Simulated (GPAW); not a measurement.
# AlGaN2 (P3m1): G0W0 on several meshes in GPAW

Aim: the GW shift of AlGaN2 (P3m1) against the k mesh.

Calculated with GPAW 26.7.0; LDA and many-body steps on it, plane waves.

## (1) The structure

The structure is trigonal, space group P3m1 (No. 156). The conventional cell has a = 3.145 Å, b = 3.145 Å, c = 5.097 Å, α = 90.00°, β = 90.00°, γ = 120.00°. Al has 4 N at 1.89 to 1.90 Å nearest. Nearest to Ga lie 4 N at 1.93 to 1.96 Å. Nearest to N lie 3 Al at 1.90 Å and 1 Ga at 1.96 Å. N has 1 Al at 1.89 Å and 3 Ga at 1.93 Å nearest. Farther neighbours and most contacts between anions are not listed.

Structure file:

```xyz
4
Lattice="3.1453 0.0000 0.0000 -1.5726 2.7239 0.0000 0.0000 0.0000 5.0969" Properties=species:S:1:pos:R:3 pbc="T T T"
Al    0.0000    0.0000    5.0931
Ga    1.5726    0.9080    2.5340
N     1.5726    0.9080    0.5699
N     0.0000    0.0000    3.2017
```

The cell and positions are those that the Materials Project relaxed with its own functionals (PBE, PBE+U or r2SCAN), kept fixed.

## (2) Empty states on the mesh, 3×3×4 mesh, 210 bands

This step: GPAW 26.7.0; DFT, LDA, plane waves, PAW.

The sums over transitions need many empty states on a uniform mesh; this step solves for them.

The input, run.py:

```python
import json
import numpy as np
from gpaw.mpi import world
from gpaw import GPAW

calc = GPAW('gs.gpw').fixed_density(kpts={'size': (3, 3, 4), 'gamma': True},
    parallel={'domain': 1, 'band': 1},
    txt='nscf.txt')
calc.diagonalize_full_hamiltonian(nbands=210)
calc.write('full.gpw', mode='all')
res = {}
kpts = calc.get_ibz_k_points()
res['kpts'] = kpts
res['eigenvalues'] = [calc.get_eigenvalues(kpt=k) for k in range(len(kpts))]
res['n_electrons'] = calc.get_number_of_electrons()

if world.rank == 0:
    with open('result.json', 'w') as f:
        json.dump(res, f, default=lambda x: x.tolist())
```

On the command line:

```console
mpirun -n 4 gpaw python run.py
```

Numbers of over 12 decimals in the logs are rounded to 6 here.

The log of the run:

```text
Diagonalizing LCAO Hamiltonian
Converting LCAO to pw mode
convergence criteria:
- Maximum integral of absolute [eigenst]ate change: 4e-08 eV^2 / valence electron
maximum number of iterations: 100

SCF iterations
|iter     |     time |      energy | eigst |  dens |
|iter:   1|  |             | +0.86 |       |
|iter:   2|  |             | -0.66 |       |
|iter:   3|  |             | -1.61 |       |
[...]
|iter:   7|  |             | -5.71 |       |
|iter:   8|  |             | -6.96 |       |
|iter:   9|  |             | -7.73c|       |
SCF steps: 9
  __  _  _
 | _ |_)|_||  |
 |__||  | ||/\| - 26.7.0

Input parameters:
  mode=PW(ecut=600.0),
  convergence={'density': 1e-06, 'bands': -3},
  gpts=array([18, 18, 30]),
  kpts=MonkhorstPack(size=(3, 3, 4), gamma=True),
  maxiter=100,
  nbands=16,
  occupations=Occupations(name='fermi-dirac', width=0.001, fixmagmom=False),
  parallel={'domain': 1, 'band': 1},
  xc=XC(name='LDA')
Matrix size: 1473x1473
# Writing to full.gpw (mode='all')
  [... matrices ...]

timing:  # [seconds]
  Total: 6.409  # ━━━━━━━━━━━━━━━━━━━━━━━━━━━━━━━━━━━━━━━━━━━━━━━━━━━━━━━━━━━
```

Elapsed: 11 s, on 4 MPI ranks of Intel Xeon Platinum 8488C (Sapphire Rapids), shared host; peak memory 1.4 GiB; 42 s of CPU time.

Numbers from this step:

```
gap                                                           : 2.983 eV
k of the valence top                                          : 0, 0, 0
k of the conduction bottom                                    : 0, 0, 0
least direct gap                                              : 2.983 eV
k points computed                                             : 10
lowest point of the top converged band, above the valence top : 144.4952 eV
```

On this mesh the gap is 2.983 eV.

## (3) 3×3×4

G0W0 replaces the xc potential by the self-energy, built once from these orbitals. Only a window of levels is corrected, while the sums run over the empty bands that the input names.

This step: G0W0 on LDA, plane waves, PAW.

The input, run.py:

```python
import json
import numpy as np
from gpaw.mpi import world
from gpaw.response.g0w0 import G0W0

gw = G0W0('full.gpw',
    filename='gw',
    kpts=[0],
    bands=(6, 10),
    ecut=96,
    nbands=93,
    integrate_gamma='WS',
    ppa=True)
gw.calculate()
res = {mode: {k: v for k, v in r.items() if k != 'sigma_eskwn'}
       for mode, r in gw.all_results.items()}

if world.rank == 0:
    with open('result.json', 'w') as f:
        json.dump(res, f, default=lambda x: x.tolist())
```

On the command line:

```console
mpirun -n 4 gpaw python run.py
```

The log of the run:

```text
Using integrator: PointIntegrator
FrequencyGridDescriptor(from 0.000+0.000j to 0.000+27.211j eV, 2 points)
Nonperiodic BCs:  [False False False]
Using integrator: PointIntegrator
FrequencyGridDescriptor(from 0.000+0.000j to 0.000+27.211j eV, 2 points)
Nonperiodic BCs:  [False False False]
  ___  _ _ _
 |   || | | |
 | | || | | |
 |__ ||_____|
 |___|

BZ k-points: Symmetries present (total): 6

  [... matrices ...]
36 k-points: 3 x 3 x 4 Monkhorst-Pack grid + [0.000000,0.000000,1/8]
10 k-points in the irreducible part of the Brillouin zone
       k-points in crystal coordinates                weights
   0:     0.00000000    0.00000000    0.00000000          1/36
   1:     0.00000000    0.00000000    0.25000000          2/36
   2:     0.00000000    0.00000000    0.50000000          1/36
   3:     0.33333333    0.00000000   -0.25000000          6/36
   4:     0.33333333    0.00000000    0.00000000          6/36
   5:     0.33333333    0.00000000    0.25000000          6/36
   6:     0.33333333    0.00000000    0.50000000          6/36
   7:     0.33333333    0.33333333    0.00000000          2/36
   8:     0.33333333    0.33333333    0.25000000          4/36
   9:     0.33333333    0.33333333    0.50000000          2/36

Distributing spins, k-points and bands (1 x 1 x 4) over 4 processes
Number of blocks: 1

Quasi particle states:
k-points (IBZ indices): [0]
Band range: (6, 10)
  [... matrices ...]
Computational parameters:
Plane wave cut-off: 96 eV
Number of bands: 93
Coulomb cutoff: None
Broadening: 0.1 eV

fxc modes: GW
Kernel: RPA
Using Godby-Needs plasmon-pole approximation:
  Fitting energy: i*E0, E0 = 1.000 Hartree
Summing all q:

Calculating screened Coulomb potential
No Coulomb truncation
FrequencyGridDescriptor(from 0.000+0.000j to 0.000+27.211j eV, 2 points)
Removing empty qpoint cache files...

Calculating chi0 body with:
    Ground state adapter containing:
    Number of spins: 1
    Number of kpoints: 36
    Number of irreducible kpoints: 10
    Number of completely occupied states: 8
    Number of partially occupied states: 8
    Occupied states memory: 1.1865234375 M / cpu

    Linear response parametrization:
    q_c: [0.0, 0.0, 0.0]
    Number of frequency points: 2
    Planewave cutoff: 96.0
    Number of bands: 93
    Number of planewaves: 99
    Broadening (eta): 1e-06
    comm.size: 4
    kncomm.size: 4
    blockcomm.size: 1

    Memory estimate of potentially large arrays:
        chi0_wGG: 0.299103 M / cpu
Integrating chi0 body.

Symmetries of q_c:
    Direct symmetries (Uq -> q): 6
    Indirect symmetries (TUq -> q): 6
In total 12 allowed symmetries.

  [... matrices ...]
10 groups of equivalent kpoints. 72.222222% reduction.

Integral kind: response function
Integrating chi0 head and wings.

Symmetries of q_c:
    Direct symmetries (Uq -> q): 6
    Indirect symmetries (TUq -> q): 6
In total 12 allowed symmetries.

  [... matrices ...]
10 groups of equivalent kpoints. 72.222222% reduction.

Integral kind: response function wings

Calculating chi0 body with:
    Ground state adapter containing:
    Number of spins: 1
    Number of kpoints: 36
    Number of irreducible kpoints: 10
    Number of completely occupied states: 8
    Number of partially occupied states: 8
    Occupied states memory: 1.1865234375 M / cpu

[... the further q-points ...]

Results:
f:      Occupation numbers
eps:     KS-eigenvalues [eV]
vxc:     KS vxc [eV]
exx:     Exact exchange [eV]
sigma:   Self-energies [eV]
dsigma:  Self-energy derivatives
Z:       Renormalization factors
qp:      QP-energies [eV]

k-point 0 (0): (0.000, 0.000, 0.000)                GW
band       f     eps     vxc     exx   sigma  dsigma       Z      qp
                                                                   GW
   6   1.000   6.019 -18.752 -22.396   3.243  -0.268   0.789   5.703
   7   1.000   6.019 -18.752 -22.396   3.243  -0.268   0.789   5.703
   8   0.000   9.003 -15.771 -10.794  -3.501  -0.223   0.817  10.210
   9   0.000  11.561 -14.508  -8.738  -4.190  -0.213   0.824  12.864
```

Wall time 16 s (4 MPI ranks); peak memory 1.1 GiB; 61 s of CPU time.

This step gave:

```yaml
g0w0_gap_on_the_points_computed: 4.507 eV
least_direct_g0w0_gap_on_the_computed_points: 4.507 eV
z_at_the_valence_top: 0.7888
z_at_the_conduction_bottom: 0.8174
starting_gap_on_the_mesh: 2.983 eV
k_of_the_valence_top: 0, 0, 0
k_of_the_conduction_bottom: 0, 0, 0
```

The gap on the mesh goes from 2.98 eV to 4.51 eV, a correction of +1.52 eV.

## (4) Empty states on the mesh, 3×3×2 mesh, 103 bands

This step: DFT, LDA, plane waves, PAW.

The input, run.py:

```python
import json
import numpy as np
from gpaw.mpi import world
from gpaw import GPAW

calc = GPAW('gs.gpw').fixed_density(kpts={'size': (3, 3, 2), 'gamma': True},
    nbands=120,
    convergence={'bands': 103},
    txt='nscf.txt')
calc.write('full.gpw', mode='all')
res = {}
kpts = calc.get_ibz_k_points()
res['kpts'] = kpts
res['eigenvalues'] = [calc.get_eigenvalues(kpt=k) for k in range(len(kpts))]
res['n_electrons'] = calc.get_number_of_electrons()

if world.rank == 0:
    with open('result.json', 'w') as f:
        json.dump(res, f, default=lambda x: x.tolist())
```

On the command line:

```console
mpirun -n 4 gpaw python run.py
```

The log of the run:

```text
Diagonalizing LCAO Hamiltonian
Converting LCAO to pw mode
convergence criteria:
- Maximum integral of absolute [eigenst]ate change: 4e-08 eV^2 / valence electron
maximum number of iterations: 100

SCF iterations
|iter     |     time |      energy | eigst |  dens |
|iter:   1|  |             | +4.44 |       |
|iter:   2|  |             | +3.28 |       |
|iter:   3|  |             | +2.15 |       |
[...]
|iter:  12|  |             | -6.11 |       |
|iter:  13|  |             | -6.96 |       |
|iter:  14|  |             | -7.45c|       |
SCF steps: 14
  __  _  _
 | _ |_)|_||  |
 |__||  | ||/\| - 26.7.0

Input parameters:
  mode=PW(ecut=600.0),
  convergence={'bands': 103},
  gpts=array([18, 18, 30]),
  kpts=MonkhorstPack(size=(3, 3, 2), gamma=True),
  maxiter=100,
  nbands=120,
  occupations=Occupations(name='fermi-dirac', width=0.001, fixmagmom=False),
  parallel={},
  xc=XC(name='LDA')
# Writing to full.gpw (mode='all')
  [... matrices ...]

timing:  # [seconds]
  Total: 0.094  # ━━━━━━━━━━━━━━━━━━━━━━━━━━━━━━━━━━━━━━━━━━━━━━━━━━━━━━━━━━━
```

The job ended after 10 s (4 MPI ranks; peak memory 0.69 GiB; 40 s of CPU time).

This step gave:

```yaml
gap: 2.983 eV
k_of_the_valence_top: 0, 0, 0
k_of_the_conduction_bottom: 0, 0, 0
least_direct_gap: 2.983 eV
k_points_computed: 6
lowest_point_of_the_top_converged_band_above_the_valence_top: 83.1673 eV
```

On this mesh the gap is 2.983 eV.

## (5) 3×3×2

This step: G0W0 on LDA, plane waves, PAW.

The input, run.py:

```python
import json
import numpy as np
from gpaw.mpi import world
from gpaw.response.g0w0 import G0W0

gw = G0W0('full.gpw',
    filename='gw',
    kpts=[0],
    bands=(6, 10),
    ecut=96,
    nbands=93,
    integrate_gamma='WS',
    ppa=True)
gw.calculate()
res = {mode: {k: v for k, v in r.items() if k != 'sigma_eskwn'}
       for mode, r in gw.all_results.items()}

if world.rank == 0:
    with open('result.json', 'w') as f:
        json.dump(res, f, default=lambda x: x.tolist())
```

On the command line:

```console
mpirun -n 4 gpaw python run.py
```

The log of the run:

```text
Using integrator: PointIntegrator
FrequencyGridDescriptor(from 0.000+0.000j to 0.000+27.211j eV, 2 points)
Nonperiodic BCs:  [False False False]
Using integrator: PointIntegrator
FrequencyGridDescriptor(from 0.000+0.000j to 0.000+27.211j eV, 2 points)
Nonperiodic BCs:  [False False False]
  ___  _ _ _
 |   || | | |
 | | || | | |
 |__ ||_____|
 |___|

BZ k-points: Symmetries present (total): 6

  [... matrices ...]
18 k-points: 3 x 3 x 2 Monkhorst-Pack grid + [0.000000,0.000000,1/4]
6 k-points in the irreducible part of the Brillouin zone
       k-points in crystal coordinates                weights
   0:     0.00000000    0.00000000    0.00000000          1/18
   1:     0.00000000    0.00000000    0.50000000          1/18
   2:     0.33333333    0.00000000    0.00000000          6/18
   3:     0.33333333    0.00000000    0.50000000          6/18
   4:     0.33333333    0.33333333    0.00000000          2/18
   5:     0.33333333    0.33333333    0.50000000          2/18

Distributing spins, k-points and bands (1 x 1 x 4) over 4 processes
Number of blocks: 1

Quasi particle states:
k-points (IBZ indices): [0]
Band range: (6, 10)
  [... matrices ...]
Computational parameters:
Plane wave cut-off: 96 eV
Number of bands: 93
Coulomb cutoff: None
Broadening: 0.1 eV

fxc modes: GW
Kernel: RPA
Using Godby-Needs plasmon-pole approximation:
  Fitting energy: i*E0, E0 = 1.000 Hartree
Summing all q:

Calculating screened Coulomb potential
No Coulomb truncation
FrequencyGridDescriptor(from 0.000+0.000j to 0.000+27.211j eV, 2 points)
Removing empty qpoint cache files...

Calculating chi0 body with:
    Ground state adapter containing:
    Number of spins: 1
    Number of kpoints: 18
    Number of irreducible kpoints: 6
    Number of completely occupied states: 8
    Number of partially occupied states: 8
    Occupied states memory: 1.1865234375 M / cpu

    Linear response parametrization:
    q_c: [0.0, 0.0, 0.0]
    Number of frequency points: 2
    Planewave cutoff: 96.0
    Number of bands: 93
    Number of planewaves: 99
    Broadening (eta): 1e-06
    comm.size: 4
    kncomm.size: 4
    blockcomm.size: 1

    Memory estimate of potentially large arrays:
        chi0_wGG: 0.299103 M / cpu
Integrating chi0 body.

Symmetries of q_c:
    Direct symmetries (Uq -> q): 6
    Indirect symmetries (TUq -> q): 6
In total 12 allowed symmetries.

  [... matrices ...]
6 groups of equivalent kpoints. 66.666667% reduction.

Integral kind: response function
Integrating chi0 head and wings.

Symmetries of q_c:
    Direct symmetries (Uq -> q): 6
    Indirect symmetries (TUq -> q): 6
In total 12 allowed symmetries.

  [... matrices ...]
6 groups of equivalent kpoints. 66.666667% reduction.

Integral kind: response function wings

Calculating chi0 body with:
    Ground state adapter containing:
    Number of spins: 1
    Number of kpoints: 18
    Number of irreducible kpoints: 6
    Number of completely occupied states: 8
    Number of partially occupied states: 8
    Occupied states memory: 1.1865234375 M / cpu

[... the further q-points ...]

Results:
f:      Occupation numbers
eps:     KS-eigenvalues [eV]
vxc:     KS vxc [eV]
exx:     Exact exchange [eV]
sigma:   Self-energies [eV]
dsigma:  Self-energy derivatives
Z:       Renormalization factors
qp:      QP-energies [eV]

k-point 0 (0): (0.000, 0.000, 0.000)                GW
band       f     eps     vxc     exx   sigma  dsigma       Z      qp
                                                                   GW
   6   1.000   6.019 -18.752 -22.394   3.263  -0.270   0.788   5.721
   7   1.000   6.019 -18.752 -22.394   3.263  -0.270   0.788   5.721
   8   0.000   9.003 -15.771 -10.685  -3.618  -0.226   0.815  10.200
   9   0.000  11.561 -14.508  -8.734  -4.218  -0.215   0.823  12.843
```

It took 8.4 s on 4 MPI ranks; peak memory 1.1 GiB.

Numbers from this step:

```
G0W0 gap on the points computed              : 4.479 eV
least direct G0W0 gap on the computed points : 4.479 eV
Z at the valence top                         : 0.7877
Z at the conduction bottom                   : 0.8154
starting gap on the mesh                     : 2.983 eV
k of the valence top                         : 0, 0, 0
k of the conduction bottom                   : 0, 0, 0
```

Against G0W0 in GPAW (3×3×4 mesh, 93 bands, screening to 96 eV, Godby-Needs plasmon pole), the gap moves by −0.027 eV.

## (6) Side by side

Times are wall times on 4 MPI ranks of Intel Xeon Platinum 8488C (Sapphire Rapids), shared host, good to a factor of about two.

```csv
run,mesh,bands,screening cutoff (eV),DFT gap (eV),gap on the mesh (eV),direct (eV),time
3×3×4,3×3×4,93,96,2.983,4.507,4.507,16 s
3×3×2,3×3×2,93,96,2.983,4.479,4.479,8.4 s
```

## (7) Summary of results

- 3×3×4: 4.507 eV
- 3×3×2: 4.479 eV
- known limits: not at the basis limit; no spin-orbit coupling; coarse k mesh

What this shows: 3×3×2: −0.027 eV against 3×3×4. Bands and cutoff are finite, so the gap is not at the basis limit. The miss can reach some tenths of an eV and take either sign; the mesh is an error of its own. These stock PAW sets were not made for GW; the filled d or f shell of Ga lies in the frozen core, which bears on start and correction. In the G0W0 runs levels were corrected at 1 k point alone, so a gap called «on the mesh» is the least over those, and an edge elsewhere would be missed. The 3×3×4 mesh is coarse for this cell, which bears on the long-range parts of exchange and screening. The many-body steps are scalar-relativistic: spin-orbit coupling is not in them.

[Paths, hosts, dates, memory and timing lines, banners, echoed tables and standing remarks are left out of the program output.]

[Logs are printed without paths, hosts, clocks, repeated set-up lines and the standing remarks that a program may print on its own settings, such as how far it seeks lower states.]

[Runs of the session that timed out or met a known fault of the program may be left out.]

[Hosts, paths, dates, database ids (printed as entryN), source tags and the programs' standing remarks are cut or masked in the printed files.]
